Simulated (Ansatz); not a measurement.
## Relaxing amorphous carbon (146 atoms)

How does amorphous carbon (146 atoms) relax, and what do bonds, charges and levels look like afterwards?

Calculated with Ansatz 0.2.0; Kohn-Sham DFT, PBE, PAW (set soft_2), plane waves.

## 1. Starting point

The cell holds 146 atoms: 146 C. Its edges and angles: a = 9.671 Å, b = 9.671 Å, c = 9.671 Å, α = 90.0°, β = 90.0°, γ = 90.0°. 146 atoms (146 C) placed at random at 3.22 g/cm³, melted at 6000 K for 10 ps at fixed volume with the Tersoff potential (Tersoff, Phys. Rev. B 39, 5566 (1989)). Quenched from 6000 K to 500 K at 100 K/ps and fixed volume, annealed at 2100 K for 50 ps, held 5 ps.

What the set-up can't give: The quench rate of 100 K/ps far exceeds what a furnace or splat quench reaches, so expect more defects and frozen-in strain than in a real sample. The starting topology of bonds comes from the classical model.

## 2. Single point at the start

A single point comes first, to see the forces before anything moves.

input.yaml reads:

```yaml
crystal:
  lattice:
    - [9.6713, 0.0, 0.0]
    - [0.0, 9.6713, 0.0]
    - [0.0, 0.0, 9.6713]
  atoms:
    - { symbol: C, position: [0.44338, 0.54395, 0.1102] }
    - { symbol: C, position: [0.81697, 0.3459, 0.60915] }
    - { symbol: C, position: [0.99477, 0.2459, 0.06052] }
    - { symbol: C, position: [0.95372, 0.39938, 0.09433] }
    - { symbol: C, position: [0.59237, 0.4909, 0.89989] }
    - { symbol: C, position: [0.70394, 0.90166, 0.94896] }
    - { symbol: C, position: [0.6996, 0.98546, 0.63403] }
    - { symbol: C, position: [0.86319, 0.62074, 0.96201] }
    - { symbol: C, position: [0.60002, 0.93968, 0.26916] }
    - { symbol: C, position: [0.61427, 0.29891, 0.73192] }
    - { symbol: C, position: [0.70616, 0.34153, 0.09949] }
    - { symbol: C, position: [0.12701, 0.25712, 0.97756] }
    - { symbol: C, position: [0.09863, 0.80855, 0.35642] }
    - { symbol: C, position: [0.73747, 0.66371, 0.04879] }
    - { symbol: C, position: [0.67778, 0.93018, 0.4017] }
    - { symbol: C, position: [0.72569, 0.81772, 0.07593] }
    - { symbol: C, position: [0.39564, 0.56613, 0.67247] }
    - { symbol: C, position: [0.17249, 0.70126, 0.72443] }
    - { symbol: C, position: [0.91176, 0.66538, 0.29802] }
    - { symbol: C, position: [0.21684, 0.89962, 0.89658] }
    - { symbol: C, position: [0.69976, 0.16077, 0.36528] }
    - { symbol: C, position: [0.51887, 0.50377, 0.61081] }
    - { symbol: C, position: [0.47737, 0.20608, 0.91135] }
    - { symbol: C, position: [0.24194, 0.34888, 0.71129] }
    - { symbol: C, position: [0.26709, 0.81086, 0.77634] }
    - { symbol: C, position: [0.43237, 0.31348, 0.00377] }
    - { symbol: C, position: [0.35999, 0.65213, 0.93218] }
    - { symbol: C, position: [0.19972, 0.03111, 0.48942] }
    - { symbol: C, position: [0.76343, 0.48022, 0.54988] }
    - { symbol: C, position: [0.74972, 0.11889, 0.67402] }
    - { symbol: C, position: [0.80731, 0.86896, 0.8366] }
    - { symbol: C, position: [0.65163, 0.04067, 0.99205] }
    [... 108 atom lines left out ...]
    - { symbol: C, position: [0.95561, 0.67722, 0.57732] }
    - { symbol: C, position: [0.35897, 0.27892, 0.12009] }
    - { symbol: C, position: [0.54744, 0.60782, 0.21371] }
    - { symbol: C, position: [0.61976, 0.20429, 0.48956] }
    - { symbol: C, position: [0.19051, 0.48656, 0.08301] }
    - { symbol: C, position: [0.74373, 0.46579, 0.39574] }
kpoints:
  mp_grid: { grid: [2, 2, 2] }
hamiltonian:
  xc: pbe
scf:
  occupations: { method: fermi_dirac, width: 0.025 }
output:
  forces: true
  stress: true
  populations: true
  dos:
    method: { smearing: { sigma: 0.15 } }
    de: 0.1
    projected: { site_lists: { C: [C] } }
  eigenvalues: true
```

Launch:

```console
$ ansatz run input.yaml --threads 8 --pin off --max-ram 15872MiB --backend cpu --events-out ev --progress --plain --runs-dir out
```

Numbers of over 12 decimals in the logs are rounded to 6 here.

Output:

```text
Engine: ansatz 0.2.0, aarch64-unknown-linux-gnu
Pseudopotentials: kind: paw
Pseudopotential: C, paw, valence charge 4, recommended cutoff 420 eV (normal), C.paw.azcp
[... 5 lines on functional and potentials left out ...]
Crystal: 146 atoms, lattice volume = 904.596 Å³
Basis set: ecut = 420 eV, 17773 PW (Γ), exchange–correlation on 144×144×144 points (8 copies of the dense FFT grid, shifted against one another)
Bands: 438, of which v1, the nominal top of the filled ones, is band 292 counted from 1 (291 counted from 0)
Symmetry: 1 space group operations
Space group: P1 (ITA 1), of the structure as read, at distance tolerance 9.7e-5 Å
k-points: 8
[... 3 lines on functional and potentials left out ...]
Initial density: superposition of atomic densities (neutral atoms: chi_scale 0, normalization atom), corrected by the library's trained network
Initial wavefunctions: pseudopotential atomic-orbital guess
Functional: x = pbe(κ = 0.804, μ = 0.219515), c = pbe(β = 0.066725)
SCF iter   1: F=—  HF=-36487.230447 eV  |F-HF|=—  |Δ(HF+E_count)|=         —  Δρ=1.80e-2  dr2=6.95e0  ethr=1.77e-3  ⟨swp⟩=6.0  Hψ=14057  notcnv=0  defer=901
preconditioner: auto → Kerker (q_TF=auto, 2.536 Å⁻¹)  [metal: Δε(μ)=0.045 eV  Ē_g=15.407 eV  σ=0.025 eV  W_gap=0.41  n_scr=250 (ndim 8)  ℏωp=29.8 eV  f_vac=0.000  D(μ)=20.33/eV (n_scr^D=122)]
SCF iter   2: F=—  HF=-36486.722724 eV  |F-HF|=—  |Δ(HF+E_count)|=   5.08e-1  Δρ=9.61e-3  dr2=3.00e0  ethr=1.19e-3  ⟨swp⟩=1.0  Hψ=4032  notcnv=0  defer=976
SCF iter   3: F=—  HF=-36486.386289 eV  |F-HF|=—  |Δ(HF+E_count)|=   3.36e-1  Δρ=2.34e-3  dr2=2.37e-1  ethr=5.14e-4  ⟨swp⟩=2.0  Hψ=2822  notcnv=0  defer=1001
SCF iter   4: F=—  HF=-36486.364871 eV  |F-HF|=—  |Δ(HF+E_count)|=   2.14e-2  Δρ=7.13e-4  dr2=1.41e-2  ethr=4.05e-5  ⟨swp⟩=2.4  Hψ=3352  notcnv=0  defer=1028
SCF iter   5: F=—  HF=-36486.363770 eV  |F-HF|=—  |Δ(HF+E_count)|=   1.10e-3  Δρ=2.23e-4  dr2=2.04e-3  ethr=2.42e-6  ⟨swp⟩=2.0  Hψ=3729  notcnv=0  defer=1028
SCF iter   6: F=—  HF=-36486.363618 eV  |F-HF|=—  |Δ(HF+E_count)|=   1.51e-4  Δρ=7.69e-5  dr2=2.31e-4  ethr=3.49e-7  ⟨swp⟩=2.6  Hψ=4275  notcnv=0  defer=1028
SCF iter   7: F=—  HF=-36486.363592 eV  |F-HF|=—  |Δ(HF+E_count)|=   2.60e-5  Δρ=2.19e-5  dr2=1.82e-5  ethr=3.95e-8  ⟨swp⟩=2.9  Hψ=4428  notcnv=0  defer=1028
SCF iter   8: F=—  HF=-36486.364960 eV  |F-HF|=—  |Δ(HF+E_count)|=   1.37e-3  Δρ=6.93e-6  dr2=1.84e-6  ethr=3.11e-9  ⟨swp⟩=2.1  Hψ=5685  notcnv=0  defer=1028
SCF iter   9: F=—  HF=-36486.364960 eV  |F-HF|=—  |Δ(HF+E_count)|=   7.03e-8  Δρ=2.01e-6  dr2=1.40e-7  ethr=3.15e-10  ⟨swp⟩=3.0  Hψ=4511  notcnv=0  defer=1028
SCF iter  10: F=-36486.364960 eV  HF=-36486.364960 eV  |F-HF|=6.66e-9  |Δ(HF+E_count)|=  6.11e-10  Δρ=6.17e-7  dr2=1.11e-8  ethr=1.71e-11  ⟨swp⟩=13.5  Hψ=18156  notcnv=0
SCF 1 converged in 10 iterations: F = -36486.364960 eV  dr2 = 1.11e-8
  greatest PAW one-centre occupation: 0.699 electrons in one spin orbital (limit 2), on the C atom at site 74 (counted from 0), in its partial waves of l = 0
SCF converged after 10 iterations
Free energy (F): -36486.364960 eV
Harris-Foulkes:  -36486.364960 eV  (|F-HF|=6.66e-9)
Internal energy: -36486.320303 eV  (E = F + TS)
E sigma→0 (E₀):  -36486.342632 eV
Entropy (-TS):   -0.044656 eV (-0.306 meV/atom)
Fermi energy:    12.478121 eV
--- Per-component energies (eV) ---
  E_band       = 1691.792559
  E_kinetic    = 13415.351451
  E_local      = -11880.312672  (includes V_loc(G=0)·N_el)
  E_nonlocal   = 3973.912710
  E_hartree    = 2961.713976
  E_xc         = -7072.522501
  E_vxc        = -8774.019276  (∫ρ·V_xc dr)
  E_paw        = -14482.861993  (= ΣΔE_a)
  E_vpaw       = -966.568582  (= ΣTr[D̂ρ^β])
  E_aug_tail   = 0.001087  (compensation charges beyond the density's cutoff)
  E_ewald      = -23401.602362
  E_smearing   = -0.044656  (= −TS)
  E_closure    = -0.000000  (closes the sum)
  Σ components = -36486.364960   (vs F -36486.364960, Δ=0.00e0)
--- Forces (eV/Å), atoms counted from 1 ---
  atom   1  C      1.34469389     0.29065556     0.01859257
  atom   2  C      0.09454312     1.46969810     0.00635272
  atom   3  C     -2.80462251    -0.97545220     2.30406697
  atom   4  C     -0.37262099    -0.54059318    -0.88899946
  atom   5  C      0.27995860     0.81606851     4.42318015
  atom   6  C     -1.54953090     0.05225291    -2.88783383
  atom   7  C      2.47181998     2.78537837     1.37132835
  atom   8  C     -0.48847759    -1.79784484    -1.44984699
  atom   9  C      1.00602317    -3.97441351     0.55833873
  atom  10  C     -1.86651502    -0.32870966     0.53831444
  atom  11  C      3.70389068     0.29371269    -1.25371196
  atom  12  C     -1.48796358     1.03322820    -1.88854706
  atom  13  C      1.20396594     2.55821675    -1.16167492
  atom  14  C     -0.96996100    -0.69234261    -0.67431366
[...]
atom 145  C      0.18986078    -0.59178578    -1.80020048
  atom 146  C     -2.28581481    -0.32303885     0.68809204
  max |Σ_I F_I| component: 3.37e-5 eV/Å
--- Stress (GPa, compression-positive) ---
       26.247973       7.830240      -1.268633
        7.830239      23.234167     -12.288554
       -1.268633     -12.288554       9.339052
  P = ⅓ Tr σ = 19.6071 GPa (196.071 kbar)
--- Band table (eV; the first three rows and the last of 8) ---
  k-point 0: bands = ["-9.5751", "-8.8988", "-8.5647", "-8.4843", [... 422 levels ...], "22.0078", "22.0329", "22.0761", "22.1068", "22.1353", "22.2406", "22.2737", "22.3366", "22.3457", "22.3826", "22.4605", "22.4705"]
[...]
--- Löwdin populations: 146 sites ---
  site symbol       q [e]
     0      C      3.9818
     1      C      3.9736
     2      C      3.9505
[...]
145      C      3.9598
  spilling = 0.005968 (of n_electrons = 584.000000)
```

Run time: 93 s. Hardware: 8 threads of Arm Neoverse V2, shared host; peak memory 12 GiB.

The program notes that it cut back its work space to fit the memory limit.

Numbers from this run:

```
free energy                             : -36486.3650 eV
free energy per atom                    : -249.9066 eV/atom
SCF cycles                              : 10
pressure                                : 19.61 GPa
r.m.s. force component                  : 1.513 eV/Å
longest force                           : 5.851 eV/Å
Fermi energy                            : 12.48 eV
levels partly filled by over 2 per cent : 19
spilling of the projection              : 0.005968
```

The r.m.s. force component of 1.5 eV/Å and the pressure of 20 GPa set the starting point.

Neighbours are counted within 1.88 Å (C-C).

Length of the force by element and coordination:

```
element  coordination  atoms  mean length of the force (eV/Å)  spread  least  most
      C           all    146                             2.40    1.04  0.430  5.85
      C             3     98                             2.47    1.09  0.430  5.85
      C             4     48                             2.26   0.922  0.481  4.25
```

## 3. Relaxation

The atoms are relaxed in the fixed cell, aiming at the force tolerance of the input.

input.yaml, the sections that differ from step 2:

```yaml
output:
  forces: true
relax:
  f_tol: 0.03
  max_steps: 77
# crystal, kpoints, hamiltonian, scf: as in step 2
```

Output:

```text
[...]
Crystal: 146 atoms, lattice volume = 904.596 Å³
Basis set: ecut = 420 eV, 17773 PW (Γ), exchange–correlation on 144×144×144 points (8 copies of the dense FFT grid, shifted against one another)
Bands: 438, of which v1, the nominal top of the filled ones, is band 292 counted from 1 (291 counted from 0)
Symmetry: 1 space group operations
[...]
k-points: 8
[...]
SCF iter   1: F=—  HF=-36487.230447 eV  |F-HF|=—  |Δ(HF+E_count)|=         —  Δρ=1.80e-2  dr2=6.95e0  ethr=1.77e-3  ⟨swp⟩=6.0  Hψ=14057  notcnv=0  defer=901
[...]
SCF iter   7: F=-36486.364947 eV  HF=-36486.364961 eV  |F-HF|=1.36e-5  |Δ(HF+E_count)|=   1.29e-5  Δρ=2.18e-5  dr2=1.83e-5  ethr=3.85e-9  ⟨swp⟩=2.1  Hψ=9943  notcnv=0
SCF 1 converged in 7 iterations: F = -36486.364947 eV  dr2 = 1.83e-5
[...]
relax step   1: F+E_penalty+E_count = -36486.36494714 eV  Δ(F+E_penalty+E_count) = +0.000e0 eV  max|allowed force component| = 4.507e0 eV/Å  Δτ_max = 0.0000 Å  (7 SCF iters, dr2 threshold 2.25e-5 eV, accepted)
[...]
relax step   2: F+E_penalty+E_count = -36500.33737690 eV  Δ(F+E_penalty+E_count) = -1.397e1 eV  max|allowed force component| = 2.821e0 eV/Å  Δτ_max = 0.1964 Å  (6 SCF iters, dr2 threshold 1.00e-4 eV, accepted)
[...]
relax step   3: F+E_penalty+E_count = -36508.63266957 eV  Δ(F+E_penalty+E_count) = -8.295e0 eV  max|allowed force component| = 2.479e0 eV/Å  Δτ_max = 0.2000 Å  (7 SCF iters, dr2 threshold 1.00e-4 eV, accepted)
relax step   4: F+E_penalty+E_count = -36514.18032715 eV  Δ(F+E_penalty+E_count) = -5.548e0 eV  max|allowed force component| = 4.836e0 eV/Å  Δτ_max = 0.1906 Å  (7 SCF iters, dr2 threshold 1.00e-4 eV, accepted)
relax step   5: F+E_penalty+E_count = -36518.53633808 eV  Δ(F+E_penalty+E_count) = -4.356e0 eV  max|allowed force component| = 2.746e0 eV/Å  Δτ_max = 0.2000 Å  (7 SCF iters, dr2 threshold 1.00e-4 eV, accepted)
relax step   6: F+E_penalty+E_count = -36518.72479425 eV  Δ(F+E_penalty+E_count) = -1.885e-1 eV  max|allowed force component| = 4.871e0 eV/Å  Δτ_max = 0.1947 Å  (7 SCF iters, dr2 threshold 1.00e-4 eV, accepted)
relax step   7: F+E_penalty+E_count = -36521.48574332 eV  Δ(F+E_penalty+E_count) = -2.761e0 eV  max|allowed force component| = 1.944e0 eV/Å  Δτ_max = 0.2000 Å  (7 SCF iters, dr2 threshold 1.00e-4 eV, accepted)
relax step   8: F+E_penalty+E_count = -36521.67939076 eV  Δ(F+E_penalty+E_count) = -1.936e-1 eV  max|allowed force component| = 3.012e0 eV/Å  Δτ_max = 0.1365 Å  (7 SCF iters, dr2 threshold 1.00e-4 eV, accepted)
relax step   9: F+E_penalty+E_count = -36522.28937073 eV  Δ(F+E_penalty+E_count) = -6.100e-1 eV  max|allowed force component| = 1.821e0 eV/Å  Δτ_max = 0.2000 Å  (6 SCF iters, dr2 threshold 1.00e-4 eV, accepted)
relax step  10: F+E_penalty+E_count = -36522.56469463 eV  Δ(F+E_penalty+E_count) = -2.753e-1 eV  max|allowed force component| = 5.849e-1 eV/Å  Δτ_max = 0.0547 Å  (6 SCF iters, dr2 threshold 1.00e-4 eV, accepted)
relax step  11: F+E_penalty+E_count = -36522.67862522 eV  Δ(F+E_penalty+E_count) = -1.139e-1 eV  max|allowed force component| = 3.194e-1 eV/Å  Δτ_max = 0.0460 Å  (6 SCF iters, dr2 threshold 3.53e-5 eV, accepted)
relax step  12: F+E_penalty+E_count = -36522.75295402 eV  Δ(F+E_penalty+E_count) = -7.433e-2 eV  max|allowed force component| = 3.745e-1 eV/Å  Δτ_max = 0.0860 Å  (7 SCF iters, dr2 threshold 1.05e-5 eV, accepted)
relax step  13: F+E_penalty+E_count = -36522.79353416 eV  Δ(F+E_penalty+E_count) = -4.058e-2 eV  max|allowed force component| = 3.535e-1 eV/Å  Δτ_max = 0.0191 Å  (6 SCF iters, dr2 threshold 4.18e-5 eV, accepted)
relax step  14: F+E_penalty+E_count = -36522.89072841 eV  Δ(F+E_penalty+E_count) = -9.719e-2 eV  max|allowed force component| = 3.386e-1 eV/Å  Δτ_max = 0.1144 Å  (7 SCF iters, dr2 threshold 1.00e-4 eV, accepted)
relax step  15: F+E_penalty+E_count = -36522.92735444 eV  Δ(F+E_penalty+E_count) = -3.663e-2 eV  max|allowed force component| = 2.898e-1 eV/Å  Δτ_max = 0.0296 Å  (6 SCF iters, dr2 threshold 1.00e-4 eV, accepted)
relax step  16: F+E_penalty+E_count = -36522.95238575 eV  Δ(F+E_penalty+E_count) = -2.503e-2 eV  max|allowed force component| = 2.988e-1 eV/Å  Δτ_max = 0.0267 Å  (6 SCF iters, dr2 threshold 6.15e-5 eV, accepted)
relax step  17: F+E_penalty+E_count = -36522.95802551 eV  Δ(F+E_penalty+E_count) = -5.640e-3 eV  max|allowed force component| = 3.494e-1 eV/Å  Δτ_max = 0.0100 Å  (6 SCF iters, dr2 threshold 6.54e-5 eV, accepted)
relax step  18: F+E_penalty+E_count = -36522.96397539 eV  Δ(F+E_penalty+E_count) = -5.950e-3 eV  max|allowed force component| = 7.519e-2 eV/Å  Δτ_max = 0.0083 Å  (6 SCF iters, dr2 threshold 1.00e-4 eV, accepted)
relax step  19: F+E_penalty+E_count = -36522.96470309 eV  Δ(F+E_penalty+E_count) = -7.277e-4 eV  max|allowed force component| = 6.491e-2 eV/Å  Δτ_max = 0.0098 Å  (7 SCF iters, accepted)
relax step  20: F+E_penalty+E_count = -36522.96571211 eV  Δ(F+E_penalty+E_count) = -1.009e-3 eV  max|allowed force component| = 3.995e-2 eV/Å  Δτ_max = 0.0047 Å  (7 SCF iters, accepted)
[...]
relax step  21: F+E_penalty+E_count = -36522.96670141 eV  Δ(F+E_penalty+E_count) = -9.893e-4 eV  max|allowed force component| = 2.902e-2 eV/Å  Δτ_max = 0.0064 Å  (8 SCF iters, accepted)
SCF converged after 8 iterations
Free energy (F): -36522.966701 eV
[...]
Internal energy: -36522.934608 eV  (E = F + TS)
E sigma→0 (E₀):  -36522.950655 eV
Entropy (-TS):   -0.032093 eV (-0.220 meV/atom)
Fermi energy:    12.502724 eV
[...]
--- Forces (eV/Å), atoms counted from 1 ---
  atom   1  C     -0.01810208     0.02258054    -0.01892862
  atom   2  C      0.00183441     0.00056991     0.00131003
  atom   3  C     -0.00115928    -0.00115049    -0.00088634
  atom   4  C      0.00181493    -0.00003929     0.00047135
  atom   5  C     -0.00962899    -0.00456319     0.00743993
  atom   6  C     -0.00129508     0.00174458     0.00022193
  atom   7  C      0.00030188     0.00293012     0.00456705
  atom   8  C      0.00137627    -0.00449961    -0.00154978
  atom   9  C      0.00197881     0.00703475     0.00297025
  atom  10  C     -0.01299779    -0.00901068    -0.00760838
  atom  11  C      0.00137130     0.00092573     0.00636012
  atom  12  C      0.00202355     0.00106068    -0.00024565
  atom  13  C     -0.00110363    -0.00317161     0.00444512
  atom  14  C      0.00167290     0.00140636    -0.00002684
[...]
atom 145  C     -0.00592280    -0.02275396     0.00734049
  atom 146  C     -0.00031395    -0.02017914     0.00797322
  max |Σ_I F_I| component: 3.94e-5 eV/Å
--- Relaxed structure (21 steps of the walk, 21 accepted, 0 SCFs on fresh bases) ---
  F+E_penalty+E_count = -36522.96670141 eV   max|allowed force component| = 2.902e-2 eV/Å
  atoms:
    - { symbol: C, position: [0.474541, 0.512789, 0.153222] }
    - { symbol: C, position: [0.814332, 0.335681, 0.615879] }
    - { symbol: C, position: [0.996903, 0.237832, 0.066952] }
    - { symbol: C, position: [0.954132, 0.397675, 0.099460] }
[...]
- { symbol: C, position: [0.731177, 0.446104, 0.426992] }
```

Elapsed: 12 min, on 8 threads; peak memory 11 GiB; 1.6 h of CPU time.

The steps of the relaxation:

```
step  energy less that of the first step (eV)  largest force component (eV/Å)
   1                                   0.0000                          4.5074
   2                                 -13.9724                          2.8214
   3                                 -22.2677                          2.4791
   4                                 -27.8154                          4.8356
   5                                 -32.1714                          2.7464
   6                                 -32.3598                          4.8711
   7                                 -35.1208                          1.9445
   8                                 -35.3144                          3.0116
   9                                 -35.9244                          1.8208
  10                                 -36.1997                          0.5849
  11                                 -36.3137                          0.3194
  12                                 -36.3880                          0.3745
  13                                 -36.4286                          0.3535
  14                                 -36.5258                          0.3386
  15                                 -36.5624                          0.2898
  16                                 -36.5874                          0.2988
  17                                 -36.5931                          0.3494
  18                                 -36.5990                          0.0752
  19                                 -36.5998                          0.0649
  20                                 -36.6008                          0.0399
  21                                 -36.6018                          0.0290
```

The atoms that moved most (Å):

```
atom      dx      dy      dz  length
 C26   0.502  -0.198   0.347   0.642
 C85   0.460   0.393  -0.016   0.606
  C1   0.301  -0.301   0.416   0.596
C126   0.012  -0.505   0.303   0.589
 C13   0.437   0.259  -0.174   0.538
 C17  -0.285  -0.427   0.141   0.532
 C27  -0.090   0.326  -0.409   0.531
 C80  -0.084   0.362  -0.371   0.525
```

The relaxation changed the energy by -251 meV/atom, and atoms moved by 0.27 Å r.m.s., 0.64 Å at most.

(Part 1 of 2 ends here.)

[Logs are printed without paths, hosts, clocks, repeated set-up lines and the standing remarks that a program may print on its own settings, such as how far it seeks lower states.]

[Hosts, paths, dates, database ids (printed as entryN), source tags and the programs' standing remarks are cut or masked in the printed files.]
